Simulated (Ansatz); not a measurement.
# TiTeSe monolayer, Janus under uniaxial strain along the armchair direction, normal to a, with the width clamped

Wanted: the shifts of the zone-centre modes of TiTeSe monolayer, Janus with strain.

Program: Ansatz 0.2.0. Level of theory: DFT PBEsol, scalar-relativistic, plane waves, PAW; PAW set soft_1. Results are calculated unless marked as measured.

## 1. Set-up

The cell holds 3 atoms: 1 Ti, 1 Se and 1 Te. Its edges and angles: a = 3.500 Å, b = 3.500 Å, c = 30.000 Å, α = 90.0°, β = 90.0°, γ = 120.0°. Vacuum lies along c. The height across the vacuum is the one that the program set for its solve, not the one typed.

## 2. A rough relaxation first

The start is far from rest, so a relaxation with loose tolerances brings it close first. The program lengthens the typed cell of 20.0 Å along the normal to 30.0 Å, as its cut-off of the electrostatics needs, and moves no atom.

input.yaml

```yaml
crystal:
  lattice:
    - [3.5, 0.0, 0.0]
    - [-1.75, 3.03109, 0.0]
    - [0.0, 0.0, 20.0]
  atoms:
    - { symbol: Ti, position: [0.0, 0.0, 0.5] }
    - { symbol: Se, position: [0.333333, 0.666667, 0.575] }
    - { symbol: Te, position: [0.666667, 0.333333, 0.42] }
  periodic: [true, true, false]
kpoints:
  mp_grid: { grid: [6, 6, 1] }
hamiltonian:
  xc: pbesol
  pseudopotentials: { kind: paw, azcp: { folder: soft_1 }, xc_functional: pbe }
scf:
  occupations: { method: gaussian, width: 0.1 }
output:
  forces: true
  stress: true
  eigenvalues: true
relax:
  adjacent_minimum: "off"
  f_tol: 0.05
  max_steps: 80
  cell: { stress_2d_tol: 0.02 }
```

Launch:

```bash
> ansatz run input.yaml --threads 4 --pin off --max-ram 16384MiB --backend cpu --events-out ev --progress --plain --runs-dir out
```

Numbers of over 12 decimals in the logs are rounded to 6 here.

The program printed:

```text
[...]
F+E_penalty+E_count = -14802.42452178 eV   max|allowed force component| = 1.507e-3 eV/Å   (the final SCF, on the basis selected at the relaxed cell)
  cell:  # Å, volume = 336.0259 Å³
    - [3.596337, 0.0, 0]
    - [-1.798169, 3.114519, 0]
    - [0, 0, 30.0]
  atoms:
    - { symbol: Ti, position: [4.0412957531228426e-18, 0, 0.337011] }
    - { symbol: Se, position: [0.333333, 0.666667, 0.383855] }
    - { symbol: Te, position: [0.666667, 0.333333, 0.275800] }
[key lines of the parts left out:]
SCF converged after 9 iterations
Free energy (F): -14802.424522 eV
Fermi energy:    -5.016958 eV
P = ½ c Tr σ = -0.0015 N/m
```

Elapsed: 12 s, on 4 threads of Arm Neoverse V2, shared host; peak memory 0.65 GiB; 45 s of CPU time.

Relaxation path:

```tsv
step	energy less that of the first step (eV)	largest force component (eV/Å)	volume (Å³)
1	0.0000	2.7407	318.26
2	-0.3695	0.3522	323.54
3	-0.3899	0.0923	330.75
4	-0.3908	0.1446	338.47
5	-0.3935	0.0200	335.48
6	-0.3936	0.0015	336.03
7*	-0.3942	0.0015	336.03
```

Relaxation steps marked * repeat the geometry before them on a plane-wave basis chosen anew for their cell, so energy and pressure can jump there.

The run keeps the 6 symmetry operations that it works with, so distortions that break them were not tested.

```tsv
cell as run	before	after	change
a (Å)	3.500	3.596	+2.8 %
b (Å)	3.500	3.596	+2.8 %
```

The atoms that moved most (Å, along periodic axes as changes of fractional coordinates times the final cell, across vacuum about the mean position):

```tsv
atom	dx	dy	dz	length
Te3	0.000	0.000	-0.126	0.126
Ti1	0.000	0.000	0.110	0.110
Se2	0.000	0.000	0.016	0.016
```

Final coordinates:

```xyz
3
Lattice="3.5963 0.0000 0.0000 -1.7982 3.1145 0.0000 0.0000 0.0000 30.0000" Properties=species:S:1:pos:R:3
Ti    0.0000    0.0000   10.1103
Se    0.0000    2.0763   11.5157
Te    1.7982    1.0382    8.2740
```

This step gave:

| Item | Value |
| --- | --- |
| gap on the k-mesh | 0 eV |
| area per atom | 3.734 Å² |

The relaxation ends with a largest force component of 0.0015 eV/Å.

## 3. Bringing the structure to rest

The cell and atoms are relaxed, since residual forces and stress would shift the frequencies.

input.yaml

```yaml
crystal:
  lattice:
    - [3.5963372801, 0.0, 0.0]
    - [-1.7981686401, 3.1145194452, 0.0]
    - [0.0, 0.0, 30.0]
  atoms:
    - { symbol: Ti, position: [0.0, 0.0, 0.3370111316] }
    - { symbol: Se, position: [0.3333333333, 0.6666666667, 0.3838552319] }
    - { symbol: Te, position: [0.6666666667, 0.3333333333, 0.2758003031] }
  periodic: [true, true, false]
kpoints:
  mp_grid: { grid: [15, 15, 1] }
hamiltonian:
  xc: pbesol
  pseudopotentials: { kind: paw, azcp: { folder: soft_1 }, xc_functional: pbe }
scf:
  occupations: { method: gaussian, width: 0.1 }
output:
  forces: true
  stress: true
  eigenvalues: true
  write_density: true
  write_potential: true
  elf: true
  volumetric_format: npy
relax:
  adjacent_minimum: "off"
  f_tol: 0.005
  max_steps: 80
  cell: { stress_2d_tol: 0.02 }
```

The program printed:

```text
[...]
Crystal: 3 atoms, lattice volume = 336.026 Å³
Basis set: ecut = 420 eV, 6485 PW (Γ), exchange–correlation on 50×50×432 points (8 copies of the dense FFT grid, shifted against one another)
Bands: 27, of which v1, the nominal top of the filled ones, is band 22 counted from 1 (21 counted from 0)
Symmetry: 6 space group operations
[...]
k-points: 27 of 225 (time reversal used)
[...]
SCF iter   1: F=—  HF=-14802.940990 eV  |F-HF|=—  |Δ(HF+E_count)|=         —  Δρ=1.66e-2  dr2=2.12e0  ethr=3.10e-3  ⟨swp⟩=14.2  Hψ=5047  notcnv=0
[...]
SCF iter  12: F=-14802.439650 eV  HF=-14802.439650 eV  |F-HF|=2.95e-10  |Δ(HF+E_count)|=   8.86e-9  Δρ=7.27e-8  dr2=1.15e-11  ethr=1.00e-12  ⟨swp⟩=8.3  Hψ=4614  notcnv=0
SCF 1 converged in 12 iterations: F = -14802.439650 eV  dr2 = 1.15e-11
[...]
relax step   1: F+E_penalty+E_count = -14802.43965036 eV  Δ(F+E_penalty+E_count) = +0.000e0 eV  max|allowed force component| = 6.668e-2 eV/Å  Δτ_max = 0.0000 Å  P = -0.331 N/m  Ω = 336.026 Å³  fix = [c, alpha, beta]  reactions: c -0.000 N/m  (12 SCF iters, dr2 threshold 1.00e-7 eV, accepted)
Crystal: 3 atoms, lattice volume = 332.062 Å³
Basis set: ecut = 420 eV, 6407 PW (Γ), exchange–correlation on 50×50×432 points (8 copies of the dense FFT grid, shifted against one another)
[...]
SCF iter   6: F=-14802.441783 eV  HF=-14802.441783 eV  |F-HF|=4.36e-8  |Δ(HF+E_count)|=   1.36e-6  Δρ=5.35e-6  dr2=9.76e-8  ethr=6.32e-10  ⟨swp⟩=20.6  Hψ=7729  notcnv=0
SCF 2 converged in 6 iterations: F = -14802.441783 eV  dr2 = 9.76e-8
  Residual-converged pass: ⟨swp⟩=1.0  Hψ=853  notcnv=0  max |occ|·‖R‖ = 7.0e-9 eV (tolerance 1.0e-8 eV)  dr2=9.76e-8  dr2_onsite=2.87e-8  max |Δocc| = 3.3e-11
relax step   2: F+E_penalty+E_count = -14802.44178315 eV  Δ(F+E_penalty+E_count) = -2.133e-3 eV  max|allowed force component| = 1.165e-1 eV/Å  Δτ_max = 0.0270 Å  P = -0.282 N/m  Ω = 332.062 Å³  energy of the carried Pulay correction = +1.529e-4 eV  fix = [c, alpha, beta]  reactions: c -0.000 N/m  (6 SCF iters, dr2 threshold 2.78e-7 eV, accepted)
Crystal: 3 atoms, lattice volume = 331.805 Å³
Basis set: ecut = 420 eV, 6383 PW (Γ), exchange–correlation on 50×50×432 points (8 copies of the dense FFT grid, shifted against one another)
[...]
SCF iter   5: F=-14802.442695 eV  HF=-14802.442695 eV  |F-HF|=2.12e-7  |Δ(HF+E_count)|=   1.93e-7  Δρ=5.42e-6  dr2=1.27e-7  ethr=6.82e-10  ⟨swp⟩=17.9  Hψ=8082  notcnv=0
SCF 3 converged in 5 iterations: F = -14802.442695 eV  dr2 = 1.27e-7
relax step   3: F+E_penalty+E_count = -14802.44269500 eV  Δ(F+E_penalty+E_count) = -9.118e-4 eV  max|allowed force component| = 2.602e-2 eV/Å  Δτ_max = 0.0077 Å  P = -0.104 N/m  Ω = 331.805 Å³  energy of the carried Pulay correction = +1.629e-4 eV  fix = [c, alpha, beta]  reactions: c -0.000 N/m  (5 SCF iters, dr2 threshold 3.00e-7 eV, accepted)
[...]
relax step   4: F+E_penalty+E_count = -14802.44280988 eV  Δ(F+E_penalty+E_count) = -1.149e-4 eV  max|allowed force component| = 1.227e-3 eV/Å  Δτ_max = 0.0011 Å  P = -0.006 N/m  Ω = 331.201 Å³  energy of the carried Pulay correction = +1.864e-4 eV  fix = [c, alpha, beta]  reactions: c -0.000 N/m  (5 SCF iters, dr2 threshold 4.23e-8 eV, accepted)
Basis set: ecut = 420 eV, 6383 PW (Γ), exchange–correlation on 48×48×432 points (8 copies of the dense FFT grid, shifted against one another)
[...]
SCF iter   1: F=—  HF=-14802.442556 eV  |F-HF|=—  |Δ(HF+E_count)|=         —  Δρ=8.32e-6  dr2=9.84e-8  ethr=1.76e-6  ⟨swp⟩=6.0  Hψ=7309  notcnv=0
eigensolver tolerance schedule: the retry pair's looser diagonalisation over-reported the residual by 7884.57 of it (diagonalisation noise at an unbounded share of the residual, at the tolerance the schedule requests for it); recorded, not acted on — ethr = c·dr2/N_el stays at c = 1.0e-1
[...]
SCF iter   2: F=—  HF=-14802.442625 eV  |F-HF|=—  |Δ(HF+E_count)|=   6.82e-5  Δρ=9.27e-6  dr2=3.42e-7  ethr=2.24e-10  ⟨swp⟩=5.9  Hψ=2507  notcnv=0
[...]
SCF iter   8: F=-14802.442625 eV  HF=-14802.442625 eV  |F-HF|=2.02e-10  |Δ(HF+E_count)|=  4.73e-11  Δρ=9.56e-9  dr2=3.42e-13  ethr=1.00e-12  ⟨swp⟩=12.7  Hψ=4601  notcnv=0
SCF 5 converged in 8 iterations: F = -14802.442625 eV  dr2 = 3.42e-13
relax step   5: F+E_penalty+E_count = -14802.44262465 eV  Δ(F+E_penalty+E_count) = +1.852e-4 eV  max|allowed force component| = 1.278e-3 eV/Å  Δτ_max = 0.0000 Å  P = -0.006 N/m  Ω = 331.201 Å³  fix = [c, alpha, beta]  reactions: c -0.000 N/m  stress off target by 5.58e-3 N/m on what of the cell is left free  SCF on the basis re-selected at this cell (its energy is not comparable with the rows above)  (8 SCF iters)
basis re-selected at this cell: Δ(F+E_penalty+E_count) = +1.852e-4 eV, ΔP = +0.001 N/m vs the last step (what re-selecting the basis moved, of the pressure what is left beyond the Pulay correction that the steps carried, after the strain that the cell walked since its last selection, with what the two solves' SCF thresholds leave and, on support functions, any second-order correction that the steps lacked; it is no measure of the basis error at this ecutwfc). The dense FFT grid was sized anew with the basis: this SCF ran on 24×24×216 points, the steps before it on 25×25×216, so part of this shift can come from that change (see relax.cell in the input reference). [rest of the remark cut]
WARN: The input density's exchange-correlation potential varies sharply where the density is thin. Do not read a vacuum level from v_tot or v_xc, or from such a field of the output density. On a cell that repeats whose density bears no net charge and no dipole along the vacuum's axis use v_es (v_loc + v_h of the components); under efield.dipole_correction with no amplitude use v_es + v_field, which holds any external [...]
SCF converged after 8 iterations
Free energy (F): -14802.442625 eV
[...]
Internal energy: -14802.437275 eV  (E = F + TS)
E sigma→0 (E₀):  -14802.439950 eV
Entropy (-TS):   -0.005350 eV (-1.783 meV/atom)
Fermi energy:    -4.897377 eV
[...]
--- Forces (eV/Å), atoms counted from 1 ---
  atom   1  Ti    -0.00000000     0.00000000    -0.00078264
  atom   2  Se    -0.00000000     0.00000000     0.00127773
  atom   3  Te     0.00000000     0.00000000    -0.00049509
  max |Σ_I F_I| component: 8.50e-9 eV/Å
--- 2D stress c σ (N/m, compression-positive) ---
       -0.005576       0.000000      -0.000000
        0.000000      -0.005576      -0.000000
       -0.000000      -0.000000      -0.000000
  P = ½ c Tr σ = -0.0056 N/m
--- Band table (eV; the first three rows and the last of 27) ---
  k-point 0: bands = [... 18 lower, -7.0901, -6.7967, -4.5003, -4.5003, -4.1491, -3.7571, -3.7571, -1.2708, ... 1 higher]
  k-point 1: bands = [... 18 lower, -7.0837, -6.5686, -4.8037, -4.6661, -4.2869, -3.6559, -3.6277, -1.6171, ... 1 higher]
  k-point 2: bands = [... 18 lower, -7.0720, -6.3584, -5.6280, -4.9662, -4.3935, -3.5694, -3.4431, -2.1747, ... 1 higher]
  k-point 26: bands = [... 18 lower, -8.9777, -7.9347, -7.3005, -7.0761, -3.8045, -3.7097, -3.6608, -2.4080, ... 1 higher]
--- Relaxed structure (4 steps of the walk, 4 accepted, 1 SCFs on fresh bases) ---
[...]
cell:  # Å, volume = 331.2008 Å³
    - [3.570424, 2.865953983809753e-11, 0]
    - [-1.785212, 3.092078, 0]
    - [0, 0, 30.0]
  atoms:
    - { symbol: Ti, position: [0, 0, 0.336962] }
    - { symbol: Se, position: [0.333333, 0.666667, 0.384521] }
    - { symbol: Te, position: [0.666667, 0.333333, 0.275183] }
```

Wall time 34 s (4 threads); peak memory 0.78 GiB.

Step by step:

```tsv
step	energy less that of the first step (eV)	largest force component (eV/Å)	volume (Å³)
1	0.0000	0.0667	336.03
2	-0.0021	0.1165	332.06
3	-0.0030	0.0260	331.81
4	-0.0032	0.0012	331.20
5*	-0.0030	0.0013	331.20
```

Relaxation steps marked * repeat the geometry before them on a plane-wave basis chosen anew for their cell, so energy and pressure can jump there.

The run keeps the 6 symmetry operations that it works with, so distortions that break them were not tested.

```tsv
cell as run	before	after	change
a (Å)	3.596	3.570	-0.7 %
b (Å)	3.596	3.570	-0.7 %
```

The atoms that moved most (Å, along periodic axes as changes of fractional coordinates times the final cell, across vacuum about the mean position):

```tsv
atom	dx	dy	dz	length
Se2	0.000	0.000	0.020	0.020
Te3	0.000	0.000	-0.019	0.019
```

The relaxed structure:

```cif
data_structure
_symmetry_space_group_name_H-M 'P 1'
_symmetry_Int_Tables_number 1
_cell_length_a 3.5704
_cell_length_b 3.5704
_cell_length_c 30.0000
_cell_angle_alpha 90.000
_cell_angle_beta 90.000
_cell_angle_gamma 120.000
_cell_volume 331.20
loop_
_atom_site_label
_atom_site_type_symbol
_atom_site_fract_x
_atom_site_fract_y
_atom_site_fract_z
_atom_site_occupancy
Ti1 Ti 0.00000 0.00000 0.33696 1
Se2 Se 0.33333 0.66667 0.38452 1
Te3 Te 0.66667 0.33333 0.27518 1
```

This step gave:

| Quantity | Value |
| --- | --- |
| area per atom | 3.68 Å² |

Valence density in the ac plane at fractional y = 0.000, with atoms of Ti within 0.2 Å of it. It is the smooth field of the valence electrons, not physical close to the nuclei.

Ten steps, logarithmic in the rise over the least value, from '0' (0.00 × 1e0 e/Å³) to '9' (6.40 × 1e0 e/Å³), each cell a mean:
```
00000000000000
00000000000000
00000000000000
00000000000000
00000000000000
00000000000000
00000000000000
00000000000000
00000000000000
00000000000000
00000000000000
00000000000000
00000000000000
00000011100000
11223344333221
99753333333689
87643333333467
12223344433221
00001111111000
00000000000000
00000000000000
00000000000000
00000000000000
00000000000000
```
Columns run along a (3.6 Å), rows up along c (30.0 Å). Atoms in or near the plane, at fractional coordinates: Ti at (0.00, 0.34).

Electrostatic potential energy in the ac plane at fractional y = 0.000, with atoms of Ti within 0.2 Å of it. With pseudopotentials it is smooth inside the atoms' cores, unlike the true potential.

Ten even steps from '0' (-17 eV) to '9' (0 eV), each cell a mean:
```
99999999999999
99999999999999
99999999999999
99999999999999
99999999999999
99999999999999
99999999999999
99999999999999
99999999999999
99999999999999
99999999999999
99999999999999
99999999999999
99999999999999
77887654567887
00013677653100
11235666664321
88876421246788
99999988899999
99999999999999
99999999999999
99999999999999
99999999999999
99999999999999
```
Columns run along a (3.6 Å; values clipped at the 3rd and 97th percentile), rows up along c (30.0 Å). Atoms in or near the plane, at fractional coordinates: Ti at (0.00, 0.34).

ELF in the ac plane at fractional y = 0.000, with atoms of Ti within 0.2 Å of it. It is the smooth field of the valence electrons, not physical close to the nuclei.

Ten even steps from '0' (0.00) to '9' (0.73), each cell a mean:
```
00000000000000
00000000000000
00000000000000
00000000000000
00000000000000
00000000000000
00000000000000
00000000000000
00000000000000
00000000000000
00000000000000
00000000000000
00000000000000
00012455432100
01258999997421
77643466642477
45444666654444
12367877787532
00024577653100
00000000000000
00000000000000
00000000000000
00000000000000
00000000000000
```
Columns run along a (3.6 Å), rows up along c (30.0 Å). Atoms in or near the plane, at fractional coordinates: Ti at (0.00, 0.34).

## 4. Tight relaxation

Phonons need small forces and stress, so the relaxation is finished with tight tolerances on 15×15×1 k points.

input.yaml, the sections that differ from step 3:

```yaml
crystal:
  lattice:
    - [3.5704237384, 0.0, 0.0]
    - [-1.7852118692, 3.0920776597, 0.0]
    - [0.0, 0.0, 30.0]
  atoms:
    - { symbol: Ti, position: [0.0, 0.0, 0.3369619058] }
    - { symbol: Se, position: [0.3333333333, 0.6666666667, 0.3845213218] }
    - { symbol: Te, position: [0.6666666667, 0.3333333333, 0.275183439] }
  periodic: [true, true, false]
scf:
  occupations: { method: methfessel_paxton, width: 0.2 }
relax:
  adjacent_minimum: "off"
  f_tol: 0.001
  max_steps: 60
  cell: { stress_2d_tol: 0.002 }
# kpoints, hamiltonian, output: as in step 3
```

The program printed:

```text
[...]
Crystal: 3 atoms, lattice volume = 331.201 Å³
Basis set: ecut = 420 eV, 6383 PW (Γ), exchange–correlation on 48×48×432 points (8 copies of the dense FFT grid, shifted against one another)
Bands: 27, of which v1, the nominal top of the filled ones, is band 22 counted from 1 (21 counted from 0)
Symmetry: 6 space group operations
[...]
k-points: 27 of 225 (time reversal used)
[...]
--- Relaxed structure (3 steps of the walk, 3 accepted, 1 SCFs on fresh bases) ---
[...]
cell:  # Å, volume = 331.1274 Å³
    - [3.570028, 0, 0]
    - [-1.785014, 3.091735, 0]
    - [0, 0, 30.0]
  atoms:
    - { symbol: Ti, position: [0, 0, 0.336955] }
    - { symbol: Se, position: [0.333333, 0.666667, 0.384534] }
    - { symbol: Te, position: [0.666667, 0.333333, 0.275178] }
[key lines of the parts left out:]
SCF converged after 10 iterations
Free energy (F): -14802.438660 eV
Fermi energy:    -4.886595 eV
P = ½ c Tr σ = -0.0010 N/m
```

It took 27 s on 4 threads; peak memory 0.75 GiB.

Little changed from the start: no atom moved by 0.005 Å and no cell edge by 0.1 %.

This step gave:

* area per atom: 3.679 Å²

Electrostatic potential energy in the ac plane at fractional y = 0.333, with atoms of Te within 0.2 Å of it. With pseudopotentials it is smooth inside the atoms' cores, unlike the true potential.

Ten even steps from '_' (-14 eV) to '@' (0 eV), each cell a mean:
```
@@@@@@@@@@@@@@@@@@@@@@@@@@@@
@@@@@@@@@@@@@@@@@@@@@@@@@@@@
@@@@@@@@@@@@@@@@@@@@@@@@@@@@
@@@@@@@@@@@@@@@@@@@@@@@@@@@@
@@@@@@@@@@@@@@@@@@@@@@@@@@@@
@@@@@@@@@@@@@@@@@@@@@@@@@@@@
@@@@@@@@@@@@@@@@@@@@@@@@@@@@
@@@@@@@@@@@@@@@@@@@@@@@@@@@@
@@@@@@@@@@@@@@@@@@@@@@@@@@@@
@@@@@@@@@@@@@@@@@@@@@@@@@@@@
@@@@@@@@@@@@@@@@@@@@@@@@@@@@
@@@@@@@@@@@@@@@@@@@@@@@@@@@@
@@@@@@@@@@@@@@@@@@@@@@@@@@@@
@@@@@@@@@@@@@@@@@@@@@@@@@@@@
**==--==++##%%%%@@@@@@@@%%##
==::..::--++**##%%%%%%%%##**
++++++++++==--::::::::::--==
==##%%##++::____--++++..____
@@@@@@@@@@%%##**********##%%
@@@@@@@@@@@@@@@@@@@@@@@@@@@@
@@@@@@@@@@@@@@@@@@@@@@@@@@@@
@@@@@@@@@@@@@@@@@@@@@@@@@@@@
@@@@@@@@@@@@@@@@@@@@@@@@@@@@
@@@@@@@@@@@@@@@@@@@@@@@@@@@@
```
Columns run along a (3.6 Å; values clipped at the 3rd and 97th percentile), rows up along c (30.0 Å). Atoms in or near the plane, at fractional coordinates: Te at (0.67, 0.28).

Valence density in the ac plane at fractional y = 0.333, with atoms of Te within 0.2 Å of it. It is the smooth field of the valence electrons, not physical close to the nuclei.

Ten steps, logarithmic in the rise over the least value, from '0' (0 e/Å³) to '9' (11 e/Å³), each cell a mean:
```
00000000000000
00000000000000
00000000000000
00000000000000
00000000000000
00000000000000
00000000000000
00000000000000
00000000000000
00000000000000
00000000000000
00000000000000
00000000000000
00000000000000
23332211000112
23332211111112
22222234565433
21112347999854
00000112222211
00000000000000
00000000000000
00000000000000
00000000000000
00000000000000
```
Columns run along a (3.6 Å), rows up along c (30.0 Å). Atoms in or near the plane, at fractional coordinates: Te at (0.67, 0.28).

ELF in the ac plane at fractional y = 0.333, with atoms of Te within 0.2 Å of it. It is the smooth field of the valence electrons, not physical close to the nuclei.

Ten even steps from '_' (0.00) to '@' (0.77), each cell a mean:
```
____________________________
____________________________
____________________________
____________________________
____________________________
____________________________
____________________________
____________________________
____________________________
____________________________
____________________________
____________________________
____________________________
--==++==--::..____________..
%%@@@@@@@@##++::______..--**
--======------::::::::::::--
==--::::==++****++++++******
##++::--**##**==::....--++##
==..____--**%%@@@@@@@@@@@@##
____________..::------::....
____________________________
____________________________
____________________________
____________________________
```
Columns run along a (3.6 Å), rows up along c (30.0 Å). Atoms in or near the plane, at fractional coordinates: Te at (0.67, 0.28).

The largest force component left is 0.49 meV/Å, within the tolerances set.

(Part 1 of 2 ends here.)

[Logs are printed without paths, hosts, clocks, repeated set-up lines and the standing remarks that a program may print on its own settings, such as how far it seeks lower states.]

[Hosts, paths, dates, database ids (printed as entryN), source tags and the programs' standing remarks are cut or masked in the printed files.]
